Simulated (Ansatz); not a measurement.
## W chain started as a strip of triangles: period, moment and channels by functional

Aim: how far do the period, the moment and the conductance of the W chain started as a strip of triangles depend on the functional, the datasets and spin-orbit coupling, and at what cost?

Main program and level: Ansatz 0.2.0; DFT PBE, plane waves, PAW; relaxation of a chain's period, in the first sound run; inputs show where later runs differ.

### 1. The structure

The cell holds 2 atoms: 2 W. Its edges and angles: a = 9.000 Å, b = 7.500 Å, c = 3.170 Å, α = 90.0°, β = 90.0°, γ = 90.0°. Vacuum lies along a and b. The structure's axis is c.

As a file:

```cif
data_structure
_symmetry_space_group_name_H-M 'P 1'
_symmetry_Int_Tables_number 1
_cell_length_a 9.0000
_cell_length_b 7.5000
_cell_length_c 3.1703
_cell_angle_alpha 90.000
_cell_angle_beta 90.000
_cell_angle_gamma 90.000
_cell_volume 214.00
loop_
_atom_site_label
_atom_site_type_symbol
_atom_site_fract_x
_atom_site_fract_y
_atom_site_fract_z
_atom_site_occupancy
W1 W 0.34952 0.50000 0.00000 1
W2 W 0.65048 0.50000 0.50000 1
```

### 2. The relaxed wire, level PBE, cutoff 420 eV

Band widths follow the bond lengths, so the chain is relaxed first. The atoms and the third cell vector are free; the box across stays fixed as vacuum. Moments are seeded so that a magnetic state can form if it lies lower. A Fermi-Dirac smearing is set since the result may be a metal. The pressure printed is a third of the stress's trace over the whole box, vacuum included; only the stress along the axis is relaxed.

input.yaml reads:

```yaml
crystal:
  lattice:
    - [9.0, 0.0, 0.0]
    - [0.0, 7.5, 0.0]
    - [0.0, 0.0, 3.17034]
  atoms:
    - { symbol: W, position: [0.34952, 0.5, 0.0], spin: 2.0 }
    - { symbol: W, position: [0.65048, 0.5, 0.5], spin: 2.0 }
magnetization:
  spin_polarized: true
kpoints:
  mp_grid: { grid: [1, 1, 26] }
scf:
  occupations: { method: fermi_dirac, width: 0.05 }
hamiltonian:
  xc: pbe
relax:
  cell: { fix: [a, b, alpha, beta, gamma] }
  max_steps: 60
```

Run with:

```console
> ansatz run input.yaml --threads 4 --pin off --max-ram 8192MiB --backend cpu --events-out ev --progress --plain --runs-dir out
```

Numbers of over 12 decimals in the logs are rounded to 6 here.

Output:

```text
Engine: ansatz 0.2.0, aarch64-unknown-linux-gnu
Pseudopotentials: kind: paw
Pseudopotential: W, paw, valence charge 14, recommended cutoff 420 eV (normal), W.paw.azcp
Functional definition: PBE
  parameter kappa = 0.804
  parameter beta = 0.066725
  exchange = pbe_x(kappa = kappa, mu = beta*pi^2/3)
  correlation = pbe_c(beta = beta)
Crystal: 2 atoms, lattice volume = 213.998 Å³
Basis set: ecut = 420 eV, 4217 PW (Γ), exchange–correlation on 128×108×48 points (8 copies of the dense FFT grid, shifted against one another)
Bands: 20, of which v1, the nominal top of the filled ones, is band 14 counted from 1 (13 counted from 0)
Symmetry: 8 space group operations
Space group: Pmma (ITA 51), of the structure as read, at distance tolerance 6.0e-5 Å
Magnetic group: BNS 51.289 (UNI 387), of the structure as read, at distance tolerance 6.0e-5 Å
k-points: 14 of 26
Non-local potential: W, projectors of the file, l = 0: 3, l = 1: 2, l = 2: 2, l = 3: 1
PAW form: soft (Blöchl's): semilocal exchange-correlation on the pseudo side does not see the compensation charge
PAW one-centre angular grid: W, 590 points (default); XC on 64 Gauss nodes
Initial density: superposition of atomic densities (neutral atoms: chi_scale 0, normalization atom)
Starting moments: Σ|m| = 4 μB on 2 of 2 sites
Initial wavefunctions: pseudopotential atomic-orbital guess
Functional: x = pbe(κ = 0.804, μ = 0.219515), c = pbe(β = 0.066725)
SCF iter   1: F=—  HF=-20757.682232 eV  |F-HF|=—  |Δ(HF+E_count)|=         —  Δρ=1.42e-2 (↑1.37e-2 ↓1.42e-2)  dr2=3.43e0  dr2_m=1.91e-1  M=4.036 μB ∫|m|=4.036 μB  β_m=0.30  ethr=3.10e-3  ⟨swp⟩=5.4  Hψ=2432  notcnv=0
Mixer restart at iter 1: flushing history
preconditioner: auto → LDOS  [metal: Δε(μ)=0.022 eV  Ē_g=2.588 eV  σ=0.050 eV  W_gap=0.11  n_scr=20 (ndim 8)  ℏωp=8.8 eV  f_vac=0.526  D(μ)=6.78/eV (n_scr^D=48)]
spin=Collinear: LDOS preconditioning applied to the charge; magnetization (m = ρ↑ − ρ↓) channel mixes plain (no charge-response kernel on spin).
SCF iter   2: F=—  HF=-20757.296590 eV  |F-HF|=—  |Δ(HF+E_count)|=   3.86e-1  Δρ=1.00e-2 (↑9.73e-3 ↓1.00e-2)  dr2=1.28e0  dr2_m=1.07e-1  M=4.126 μB ∫|m|=4.126 μB  β_m=0.53  ethr=3.10e-3  ⟨swp⟩=2.0  Hψ=1074  notcnv=0
SCF iter   3: F=—  HF=-20757.209031 eV  |F-HF|=—  |Δ(HF+E_count)|=   8.76e-2  Δρ=4.27e-3 (↑4.27e-3 ↓3.09e-3)  dr2=4.41e-2  dr2_m=1.25e-2  M=4.265 μB ∫|m|=4.269 μB  β_m=0.71  ethr=3.10e-3  ⟨swp⟩=2.4  Hψ=906  notcnv=0
SCF iter   4: F=—  HF=-20757.293829 eV  |F-HF|=—  |Δ(HF+E_count)|=         —  Δρ=1.67e-3 (↑1.67e-3 ↓1.50e-3)  dr2=5.74e-3  dr2_m=3.27e-3  M=4.440 μB ∫|m|=4.449 μB  β_m=0.71  ethr=1.58e-4  ⟨swp⟩=2.1  Hψ=1071  notcnv=0
Mixer restart at iter 4: flushing history
SCF iter   5: F=—  HF=-20757.306170 eV  |F-HF|=—  |Δ(HF+E_count)|=   1.23e-2  Δρ=1.56e-3 (↑1.56e-3 ↓1.33e-3)  dr2=2.00e-3  dr2_m=3.35e-3  M=4.573 μB ∫|m|=4.585 μB  β_m=0.60  ethr=2.05e-5  ⟨swp⟩=2.0  Hψ=844  notcnv=0
SCF iter   6: F=—  HF=-20757.315414 eV  |F-HF|=—  |Δ(HF+E_count)|=   9.24e-3  Δρ=1.10e-3 (↑1.10e-3 ↓9.50e-4)  dr2=4.61e-4  dr2_m=1.95e-3  M=4.728 μB ∫|m|=4.742 μB  β_m=0.71  ethr=7.16e-6  ⟨swp⟩=2.5  Hψ=1150  notcnv=0
SCF iter   7: F=—  HF=-20757.319273 eV  |F-HF|=—  |Δ(HF+E_count)|=   3.86e-3  Δρ=3.61e-4 (↑3.61e-4 ↓3.09e-4)  dr2=1.11e-4  dr2_m=2.00e-4  M=4.891 μB ∫|m|=4.907 μB  β_m=0.85  ethr=1.65e-6  ⟨swp⟩=2.5  Hψ=1132  notcnv=0
SCF iter   8: F=—  HF=-20757.319616 eV  |F-HF|=—  |Δ(HF+E_count)|=   3.43e-4  Δρ=1.89e-4 (↑1.39e-4 ↓1.89e-4)  dr2=1.39e-4  dr2_m=4.14e-5  M=4.961 μB ∫|m|=4.977 μB  β_m=0.93  ethr=3.95e-7  ⟨swp⟩=2.0  Hψ=1050  notcnv=0  defer=1
SCF iter   9: F=—  HF=-20757.319641 eV  |F-HF|=—  |Δ(HF+E_count)|=   2.50e-5  Δρ=6.56e-5 (↑6.56e-5 ↓6.44e-5)  dr2=8.60e-6  dr2_m=7.25e-6  M=4.976 μB ∫|m|=4.991 μB  β_m=0.96  ethr=3.95e-7  ⟨swp⟩=2.6  Hψ=911  notcnv=0  defer=1
SCF iter  10: F=—  HF=-20757.319650 eV  |F-HF|=—  |Δ(HF+E_count)|=   8.16e-6  Δρ=2.90e-5 (↑2.25e-5 ↓2.90e-5)  dr2=2.26e-6  dr2_m=1.09e-6  M=4.992 μB ∫|m|=5.006 μB  β_m=0.98  ethr=3.07e-8  ⟨swp⟩=2.3  Hψ=1061  notcnv=0  defer=1
SCF iter  11: F=—  HF=-20757.319654 eV  |F-HF|=—  |Δ(HF+E_count)|=   4.33e-6  Δρ=9.65e-6 (↑9.46e-6 ↓9.65e-6)  dr2=3.18e-7  dr2_m=6.50e-8  M=4.993 μB ∫|m|=5.007 μB  β_m=0.98  ethr=8.06e-9  ⟨swp⟩=2.6  Hψ=1112  notcnv=0  defer=1
SCF iter  12: F=—  HF=-20757.319654 eV  |F-HF|=—  |Δ(HF+E_count)|=   2.89e-7  Δρ=2.34e-6 (↑2.34e-6 ↓1.87e-6)  dr2=9.98e-9  dr2_m=6.71e-9  M=4.992 μB ∫|m|=5.007 μB  β_m=0.99  ethr=1.14e-9  ⟨swp⟩=2.6  Hψ=964  notcnv=0  defer=1
SCF iter  13: F=-20757.319654 eV  HF=-20757.319654 eV  |F-HF|=7.71e-10  |Δ(HF+E_count)|=   2.73e-8  Δρ=9.15e-7 (↑9.15e-7 ↓5.41e-7)  dr2=1.84e-9  dr2_m=5.73e-10  M=4.992 μB ∫|m|=5.007 μB  ethr=3.57e-11  ⟨swp⟩=2.0  Hψ=1943  notcnv=0
SCF 1 converged in 13 iterations: F = -20757.319654 eV  dr2 = 1.84e-9
  greatest PAW one-centre occupation: 1.000 electrons in one spin orbital (limit 2), on the W atom at site 1 (counted from 0), in its partial waves of l = 0
relax step   1: F+E_penalty+E_count = -20757.31965417 eV  Δ(F+E_penalty+E_count) = +0.000e0 eV  max|allowed force component| = 3.667e0 eV/Å  Δτ_max = 0.0000 Å  P = -6.087 GPa  Ω = 213.998 Å³  fix = [a, b, alpha, beta, gamma]  reactions: a -7.106, b -0.125 GPa  (13 SCF iters, dr2 threshold 1.00e-7 eV, accepted)
Crystal: 2 atoms, lattice volume = 208.492 Å³
Basis set: ecut = 420 eV, 4077 PW (Γ), exchange–correlation on 128×108×48 points (8 copies of the dense FFT grid, shifted against one another)
Initial density: handed on by an earlier stage of this run
Starting moments: Σ|m| = 4 μB on 2 of 2 sites; this step starts from the density that it was given
Initial wavefunctions: those handed on with the density
iter 1 solved again at ethr=2.29e-3 eV; its pass at ethr=3.10e-3 eV (dr2=6.42e-1 eV) is discarded
SCF iter   1: F=—  HF=-20759.183457 eV  |F-HF|=—  |Δ(HF+E_count)|=         —  Δρ=1.47e-2 (↑1.47e-2 ↓1.29e-2)  dr2=6.54e-1  dr2_m=2.99e-1  M=3.790 μB ∫|m|=3.814 μB  β_m=0.30  ethr=2.29e-3  ⟨swp⟩=1.0  Hψ=3533  notcnv=0
preconditioner: auto → LDOS  [metal: Δε(μ)=0.018 eV  Ē_g=3.038 eV  σ=0.050 eV  W_gap=0.09  n_scr=20 (ndim 8)  ℏωp=8.9 eV  f_vac=0.570  D(μ)=4.76/eV (n_scr^D=20)]
spin=Collinear: LDOS preconditioning applied to the charge; magnetization (m = ρ↑ − ρ↓) channel mixes plain (no charge-response kernel on spin).
SCF iter   2: F=—  HF=-20759.179457 eV  |F-HF|=—  |Δ(HF+E_count)|=   4.00e-3  Δρ=1.04e-2 (↑1.04e-2 ↓8.47e-3)  dr2=1.63e-1  dr2_m=1.50e-1  M=3.805 μB ∫|m|=3.825 μB  β_m=0.52  ethr=2.29e-3  ⟨swp⟩=2.3  Hψ=771  notcnv=0
[...]
relax step   4: F+E_penalty+E_count = -20761.30214816 eV  Δ(F+E_penalty+E_count) = +2.432e-1 eV  max|allowed force component| = 7.908e0 eV/Å  Δτ_max = 0.1950 Å  P = +5.533 GPa  Ω = 201.630 Å³  energy of the carried Pulay correction = +5.683e-4 eV  fix = [a, b, alpha, beta, gamma]  (11 SCF iters, dr2 threshold 2.00e-7 eV, rejected (line search))
[...]
relax step   5: F+E_penalty+E_count = -20762.01631391 eV  Δ(F+E_penalty+E_count) = -4.710e-1 eV  max|allowed force component| = 1.514e0 eV/Å  Δτ_max = 0.0707 Å  P = -1.380 GPa  Ω = 203.422 Å³  energy of the carried Pulay correction = +4.824e-4 eV  fix = [a, b, alpha, beta, gamma]  reactions: a -1.867, b -0.318 GPa  (12 SCF iters, accepted)
[...]
relax step   6: F+E_penalty+E_count = -20762.05814262 eV  Δ(F+E_penalty+E_count) = -4.183e-2 eV  max|allowed force component| = 1.983e-1 eV/Å  Δτ_max = 0.0124 Å  P = +0.110 GPa  Ω = 198.826 Å³  energy of the carried Pulay correction = +7.054e-4 eV  fix = [a, b, alpha, beta, gamma]  reactions: a +0.001, b -0.323 GPa  (8 SCF iters, dr2 threshold 2.00e-7 eV, accepted)
[...]
relax step   7: F+E_penalty+E_count = -20762.06394356 eV  Δ(F+E_penalty+E_count) = -5.801e-3 eV  max|allowed force component| = 5.519e-2 eV/Å  Δτ_max = 0.0071 Å  P = -0.039 GPa  Ω = 200.831 Å³  energy of the carried Pulay correction = +6.071e-4 eV  fix = [a, b, alpha, beta, gamma]  reactions: a +0.186, b -0.320 GPa  (9 SCF iters, dr2 threshold 2.00e-7 eV, accepted)
[...]
relax step   8: F+E_penalty+E_count = -20762.06401792 eV  Δ(F+E_penalty+E_count) = -7.436e-5 eV  max|allowed force component| = 1.568e-3 eV/Å  Δτ_max = 0.0012 Å  P = -0.018 GPa  Ω = 200.979 Å³  energy of the carried Pulay correction = +5.999e-4 eV  fix = [a, b, alpha, beta, gamma]  reactions: a +0.258, b -0.320 GPa  (6 SCF iters, dr2 threshold 1.90e-7 eV, accepted)
Basis set: ecut = 420 eV, 3879 PW (Γ), exchange–correlation on 128×108×40 points (8 copies of the dense FFT grid, shifted against one another)
Initial wavefunctions: pseudopotential atomic-orbital guess (no wavefunctions were taken with the density)
iter 1 solved again at ethr=2.34e-7 eV; its pass at ethr=3.10e-3 eV (dr2=6.56e-5 eV) is discarded
SCF iter   1: F=—  HF=-20762.063406 eV  |F-HF|=—  |Δ(HF+E_count)|=         —  Δρ=3.31e-5 (↑3.31e-5 ↓3.31e-5)  dr2=1.28e-6  dr2_m=2.90e-11  M=-0.000 μB ∫|m|=0.000 μB  β_m=0.65  ethr=2.34e-7  ⟨swp⟩=4.0  Hψ=4460  notcnv=0
preconditioner: auto → Resta (q_TF=auto, 1.964 Å⁻¹)  ε∞=6.0  [insulator: Δε(μ)=0.169 eV  Ē_g=4.057 eV  σ=0.050 eV  W_gap=0.54  n_scr=20 (ndim 8)  ℏωp=9.1 eV  f_vac=0.601  D(μ)=2.37/eV (n_scr^D=10)  ε∞_Penn≈6.0  vacuum switching on, ρ_ref=1.2e-3 e/Å³]
spin=Collinear: Resta preconditioning applied to the charge; magnetization (m = ρ↑ − ρ↓) channel mixes plain (no charge-response kernel on spin).
SCF iter   2: F=—  HF=-20762.063407 eV  |F-HF|=—  |Δ(HF+E_count)|=   7.34e-7  Δρ=1.22e-5 (↑1.22e-5 ↓1.22e-5)  dr2=1.58e-7  dr2_m=1.47e-11  M=-0.000 μB ∫|m|=0.000 μB  β_m=0.62  ethr=4.58e-9  ⟨swp⟩=2.7  Hψ=995  notcnv=0
SCF iter   3: F=—  HF=-20762.063407 eV  |F-HF|=—  |Δ(HF+E_count)|=   2.19e-7  Δρ=2.12e-6 (↑2.11e-6 ↓2.12e-6)  dr2=1.23e-8  dr2_m=5.66e-12  M=-0.000 μB ∫|m|=0.000 μB  β_m=0.76  ethr=5.66e-10  ⟨swp⟩=3.0  Hψ=978  notcnv=0
SCF iter   4: F=—  HF=-20762.063407 eV  |F-HF|=—  |Δ(HF+E_count)|=   1.42e-8  Δρ=1.82e-7 (↑1.77e-7 ↓1.82e-7)  dr2=4.98e-10  dr2_m=1.59e-12  M=-0.000 μB ∫|m|=0.000 μB  β_m=0.88  ethr=4.39e-11  ⟨swp⟩=2.0  Hψ=732  notcnv=0
SCF iter   5: F=—  HF=-20762.063407 eV  |F-HF|=—  |Δ(HF+E_count)|=  3.64e-10  Δρ=4.49e-8 (↑3.61e-8 ↓4.49e-8)  dr2=1.88e-11  dr2_m=3.34e-13  M=-0.000 μB ∫|m|=0.000 μB  β_m=0.94  ethr=1.78e-12  ⟨swp⟩=2.0  Hψ=736  notcnv=0
SCF iter   6: F=-20762.063407 eV  HF=-20762.063407 eV  |F-HF|=7.28e-12  |Δ(HF+E_count)|=  5.46e-11  Δρ=1.83e-8 (↑1.70e-8 ↓1.83e-8)  dr2=3.06e-12  dr2_m=7.12e-14  M=-0.000 μB ∫|m|=0.000 μB  ethr=1.00e-12  ⟨swp⟩=5.1  Hψ=2338  notcnv=0
the starting moments were not kept: the SCF closed with an absolute magnetisation of 1.5e-6 μB, where they sum to 4 μB in size (2 sites). That is at most 0.1 of that sum. Measured as dr2_m measures the in/out step, that magnetisation stands 1.2e-13 eV from none, at or under the dr2_threshold of 2.0e-11 eV: it is no larger than a step whose dr2_m would equal this threshold.
SCF 9 converged in 6 iterations: F = -20762.063407 eV  dr2 = 3.06e-12
relax step   9: F+E_penalty+E_count = -20762.06340736 eV  Δ(F+E_penalty+E_count) = +6.106e-4 eV  max|allowed force component| = 1.577e-3 eV/Å  Δτ_max = 0.0000 Å  P = -0.018 GPa  Ω = 200.979 Å³  fix = [a, b, alpha, beta, gamma]  reactions: a +0.260, b -0.319 GPa  stress off target by 6.38e-3 GPa on what of the cell is left free  SCF on the basis re-selected at this cell (its energy is not comparable with the rows above)  (6 SCF iters)
basis re-selected at this cell: Δ(F+E_penalty+E_count) = +6.106e-4 eV, ΔP = +0.000 GPa vs the last step (what re-selecting the basis moved, of the pressure what is left beyond the Pulay correction that the steps carried, after the strain that the cell walked since its last selection, with what the two solves' SCF thresholds leave and, on support functions, any second-order correction that the steps lacked; it is no measure of the basis error at this ecutwfc). The dense FFT grid was sized anew with the basis: this SCF ran on 64×54×20 points, the steps before it on 64×54×24, so part of this shift can come from that change (see relax.cell in the input reference). [rest of the remark cut]
SCF converged after 6 iterations
Magnetization: -0.0000 μB (14.0000 up, 14.0000 down)
Absolute magnetization: 0.0000 μB (∫|ρ↑−ρ↓|, with the PAW one-centre terms)
Spin contamination: 0.0000 ħ² per cell (⟨S²⟩ above its minimum at these occupations)
Per-site moments (μB) at R_I (Å): [(-1.371544383167607e-7, 0.948247), (-1.371544382315913e-7, 0.948247)]
Free energy (F): -20762.063407 eV
Harris-Foulkes:  -20762.063407 eV  (|F-HF|=7.28e-12)
Internal energy: -20762.044862 eV  (E = F + TS)
E sigma→0 (E₀):  -20762.054135 eV
Entropy (-TS):   -0.018546 eV (-9.273 meV/atom)
Fermi energy:    0.392989 eV
--- Per-component energies (eV) ---
  E_band       = -767.544995
  E_kinetic    = 892.801441
  E_local      = -6582.617931  (includes V_loc(G=0)·N_el)
  E_nonlocal   = 11.534474
  E_hartree    = 2814.587207
  E_xc         = -525.652421
  E_vxc        = -466.607339  (∫ρ·V_xc dr)
  E_paw        = -17127.085629  (= ΣΔE_a)
  E_vpaw       = -251.829871  (= ΣTr[D̂ρ^β])
  E_aug_tail   = -0.000123  (compensation charges beyond the density's cutoff)
  E_ewald      = -245.611880
  E_smearing   = -0.018546  (= −TS)
  E_closure    = -0.000000  (closes the sum)
  Σ components = -20762.063407   (vs F -20762.063407, Δ=0.00e0)
--- Forces (eV/Å), atoms counted from 1 ---
  atom   1  W      0.00157735     0.00000000     0.00000000
  atom   2  W     -0.00157735     0.00000000     0.00000000
  max |Σ_I F_I| component: 0.00e0 eV/Å
--- Stress (GPa, compression-positive) ---
        0.259632       0.000000       0.000000
        0.000000      -0.318864       0.000000
        0.000000       0.000000       0.006385
  P = ⅓ Tr σ = -0.0176 GPa (-0.176 kbar)
--- Relaxed structure (8 steps of the walk, 7 accepted, 1 SCFs on fresh bases) ---
  F+E_penalty+E_count = -20762.06340736 eV   max|allowed force component| = 1.577e-3 eV/Å   (the final SCF, on the basis selected at the relaxed cell)
  cell:  # Å, volume = 200.9789 Å³
    - [9.0, 0.0, 0.0]
    - [0.0, 7.5, 0.0]
    - [0.0, 0.0, 2.977465]
  atoms:
    - { symbol: W, position: [0.402690, 0.5, 0.0] }
    - { symbol: W, position: [0.597310, 0.5, 0.5] }
```

It took 23 s on 4 threads of Arm Neoverse V2, shared host; peak memory 0.53 GiB; 86 s of CPU time.

Step by step:

| step | energy less that of the first step (eV) | largest force component (eV/Å) | pressure (GPa) | volume (Å³) |
| --- | --- | --- | --- | --- |
| 1 | 0.0000 | 3.6669 | -6.09 | 214.00 |
| 2 | -1.9249 | 4.2058 | -5.90 | 208.49 |
| 3 | -4.2257 | 4.5099 | -3.79 | 204.66 |
| 4 | -3.9825 | 7.9076 | 5.53 | 201.63 |
| 5 | -4.6967 | 1.5143 | -1.38 | 203.42 |
| 6 | -4.7385 | 0.1983 | 0.11 | 198.83 |
| 7 | -4.7443 | 0.0552 | -0.04 | 200.83 |
| 8 | -4.7444 | 0.0016 | -0.02 | 200.98 |
| 9* | -4.7438 | 0.0016 | -0.02 | 200.98 |

Relaxation steps marked * repeat the geometry before them on a plane-wave basis chosen anew for their cell, so energy and pressure can jump there. Relaxation step 4 was tried and not accepted.

The run keeps the 8 symmetry operations that it works with, so distortions that break them were not tested.

| cell as run | before | after | change |
| --- | --- | --- | --- |
| c (Å) | 3.170 | 2.977 | -6.1 % |

The atoms that moved most (Å, along periodic axes as changes of fractional coordinates times the final cell, across vacuum about the mean position):

| atom | dx | dy | dz | length |
| --- | --- | --- | --- | --- |
| W1 | 0.479 | 0.000 | 0.000 | 0.479 |
| W2 | -0.479 | 0.000 | 0.000 | 0.479 |

The relaxed structure:

```
W
1.0
     9.00000    0.00000    0.00000
     0.00000    7.50000    0.00000
     0.00000    0.00000    2.97747
W
2
Cartesian
  3.6242 3.7500 0.0000
  5.3758 3.7500 1.4887
```

Numbers from this step:

| Quantity | Value |
| --- | --- |
| energy at zero smearing | -20762.0541 eV |
| cell length along the wire | 2.977 Å |

The cell's length comes to 2.977 Å with no moment.

(Part 1 of 4 ends here.)

[Logs are printed without paths, hosts, clocks, repeated set-up lines and the standing remarks that a program may print on its own settings, such as how far it seeks lower states.]

[Hosts, paths, dates, database ids (printed as entryN), source tags and the programs' standing remarks are cut or masked in the printed files.]
